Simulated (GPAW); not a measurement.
# A GW chain in GPAW: Mg2H2O3 (P-3m1), part 2 of 2

Aim: the G0W0 gap of Mg2H2O3 (P-3m1) on LDA, step by step.

GPAW 26.7.0; LDA and many-body steps on it, plane waves. Known limits of the many-body steps: not at the basis limit; coarse k mesh.

So far. Step 3 (Bands along the symmetry lines): The gap is 3.470 eV, as in the run before at this level. Step 4 (Empty states on the mesh, 3×3×2 mesh, 418 bands): On this mesh the gap is 3.470 eV.

## 5. Screening and self-energy, 3×3×2 mesh, 189 bands, screening to 120 eV

G0W0 replaces the xc potential by the self-energy, built once from these orbitals. Only a window of levels is corrected, while the sums run over the empty bands that the input names.

This step: G0W0 on LDA, plane waves, PAW.

File run.py:

```python
import json
import numpy as np
from gpaw.mpi import world
from gpaw.response.g0w0 import G0W0

gw = G0W0('full.gpw',
    filename='gw',
    kpts=[0],
    bands=(18, 22),
    ecut=120,
    nbands=189,
    integrate_gamma='WS',
    ppa=True)
gw.calculate()
res = {mode: {k: v for k, v in r.items() if k != 'sigma_eskwn'}
       for mode, r in gw.all_results.items()}

if world.rank == 0:
    with open('result.json', 'w') as f:
        json.dump(res, f, default=lambda x: x.tolist())
```

Command:

```bash
mpirun -n 4 gpaw python run.py
```

Numbers of over 12 decimals in the logs are rounded to 6 here.

Output:

```text
Using integrator: PointIntegrator
FrequencyGridDescriptor(from 0.000+0.000j to 0.000+27.211j eV, 2 points)
Nonperiodic BCs:  [False False False]
Using integrator: PointIntegrator
FrequencyGridDescriptor(from 0.000+0.000j to 0.000+27.211j eV, 2 points)
Nonperiodic BCs:  [False False False]
  ___  _ _ _
 |   || | | |
 | | || | | |
 |__ ||_____|
 |___|

BZ k-points: Symmetries present (total): 12

  [... matrices ...]
18 k-points: 3 x 3 x 2 Monkhorst-Pack grid + [0.000000,0.000000,1/4]
6 k-points in the irreducible part of the Brillouin zone
       k-points in crystal coordinates                weights
   0:     0.00000000    0.00000000    0.00000000          1/18
   1:     0.00000000    0.00000000    0.50000000          1/18
   2:     0.33333333    0.00000000    0.00000000          6/18
   3:     0.33333333    0.00000000    0.50000000          6/18
   4:     0.33333333    0.33333333    0.00000000          2/18
   5:     0.33333333    0.33333333    0.50000000          2/18

Distributing spins, k-points and bands (1 x 1 x 4) over 4 processes
Number of blocks: 1

Quasi particle states:
k-points (IBZ indices): [0]
Band range: (18, 22)
  [... matrices ...]
Computational parameters:
Plane wave cut-off: 120 eV
Number of bands: 189
Coulomb cutoff: None
Broadening: 0.1 eV

fxc modes: GW
Kernel: RPA
Using Godby-Needs plasmon-pole approximation:
  Fitting energy: i*E0, E0 = 1.000 Hartree
Summing all q:

Calculating screened Coulomb potential
No Coulomb truncation
FrequencyGridDescriptor(from 0.000+0.000j to 0.000+27.211j eV, 2 points)
Removing empty qpoint cache files...

Calculating chi0 body with:
    Ground state adapter containing:
    Number of spins: 1
    Number of kpoints: 18
    Number of irreducible kpoints: 6
    Number of completely occupied states: 20
    Number of partially occupied states: 20
    Occupied states memory: 4.449462890625 M / cpu

    Linear response parametrization:
    q_c: [0.0, 0.0, 0.0]
    Number of frequency points: 2
    Planewave cutoff: 120.0
    Number of bands: 189
    Number of planewaves: 187
    Broadening (eta): 1e-06
    comm.size: 4
    kncomm.size: 4
    blockcomm.size: 1

    Memory estimate of potentially large arrays:
        chi0_wGG: 1.067169 M / cpu
Integrating chi0 body.

Symmetries of q_c:
    Direct symmetries (Uq -> q): 12
    Indirect symmetries (TUq -> q): 0
In total 12 allowed symmetries.

  [... matrices ...]
6 groups of equivalent kpoints. 66.666667% reduction.

Integral kind: response function
Integrating chi0 head and wings.

Symmetries of q_c:
    Direct symmetries (Uq -> q): 12
    Indirect symmetries (TUq -> q): 0
In total 12 allowed symmetries.

  [... matrices ...]
6 groups of equivalent kpoints. 66.666667% reduction.

Integral kind: response function wings

Calculating chi0 body with:
    Ground state adapter containing:
    Number of spins: 1
    Number of kpoints: 18
    Number of irreducible kpoints: 6
    Number of completely occupied states: 20
    Number of partially occupied states: 20
    Occupied states memory: 4.449462890625 M / cpu

[... the further q-points ...]

Results:
f:      Occupation numbers
eps:     KS-eigenvalues [eV]
vxc:     KS vxc [eV]
exx:     Exact exchange [eV]
sigma:   Self-energies [eV]
dsigma:  Self-energy derivatives
Z:       Renormalization factors
qp:      QP-energies [eV]

k-point 0 (0): (0.000, 0.000, 0.000)                GW
band       f     eps     vxc     exx   sigma  dsigma       Z      qp
                                                                   GW
  18   1.000   1.774 -20.857 -26.386   4.075  -0.258   0.795   0.618
  19   1.000   1.774 -20.857 -26.386   4.075  -0.258   0.795   0.618
  20   0.000   5.244 -12.866  -7.899  -3.246  -0.171   0.854   6.714
  21   0.000   8.257 -14.137  -8.447  -3.664  -0.184   0.845   9.968
```

The job ended after 26 s (4 MPI ranks of Arm Neoverse V1, shared host; peak memory 1.3 GiB).

This step gave:

| Property | Result |
| --- | --- |
| G0W0 gap on the points computed | 6.096 eV |
| least direct G0W0 gap on the computed points | 6.096 eV |
| Z at the valence top | 0.7951 |
| Z at the conduction bottom | 0.8539 |
| starting gap on the mesh | 3.470 eV |
| k of the valence top | 0, 0, 0 |
| k of the conduction bottom | 0, 0, 0 |

The gap on the mesh goes from 3.47 eV to 6.10 eV, a correction of +2.63 eV.

Limits: finite bands, cutoff and mesh; coarse k mesh. v1 is the top filled band, c1 the lowest empty one. Levels before and after the correction, in eV, zero at the valence-band top of each column:

|  | conduction bottom | valence top |
| --- | --- | --- |
| Kohn-Sham | 3.47 | 0.00 |
| G0W0 | 6.10 | 0.00 |

|  | level | energy (eV) |
| --- | --- | --- |
| Kohn-Sham | Γ v2-v1 | 0.000 |
| Kohn-Sham | Γ c1 | 3.470 |
| Kohn-Sham | Γ c2 | 6.483 |
| G0W0 | Γ v2-v1 | 0.000 |
| G0W0 | Γ c1 | 6.096 |
| G0W0 | Γ c2 | 9.350 |

## 6. Where the time went

Times are wall times on 4 MPI ranks of Arm Neoverse V1, shared host, good to a factor of about two.

| step | time | share | memory (GiB) |
| --- | --- | --- | --- |
| ground state | 18 s | 20 % | 0.75 |
| bands along the symmetry lines | 21 s | 23 % | 0.85 |
| empty states on the mesh | 25 s | 28 % | 1.9 |
| screening and self-energy | 26 s | 29 % | 1.3 |

## 7. Summary of results

```yaml
lda_gap: 3.47 eV, direct
g0w0_gap_on_the_mesh: 6.10 eV
gw_settings: 3×3×2 mesh, 189 bands, screening to 120 eV, Godby-Needs plasmon pole
known_limits: not at the basis limit; coarse k mesh
```

In words: G0W0 moves the gap on the mesh from 3.47 eV to 6.10 eV (+2.63 eV), with Z of 0.80 and 0.85 at the edges. Only 1 of the mesh's irreducible points was corrected, so a valley elsewhere could overtake. Bands and cutoff are finite, so the gap is not at the basis limit. The miss can reach some tenths of an eV and take either sign; the mesh is an error of its own. These stock PAW sets were not made for GW. In the G0W0 run levels were corrected at 1 k point alone, so a gap called «on the mesh» is the least over those, and an edge elsewhere would be missed. The 3×3×2 mesh is coarse for this cell, which bears on the long-range parts of exchange and screening.

[Paths, hosts, dates, memory and timing lines, banners, echoed tables and standing remarks are left out of the program output.]

[Logs are printed without paths, hosts, clocks, repeated set-up lines and the standing remarks that a program may print on its own settings, such as how far it seeks lower states.]

[Runs of the session that timed out or met a known fault of the program may be left out.]

[Hosts, paths, dates, database ids (printed as entryN), source tags and the programs' standing remarks are cut or masked in the printed files.]
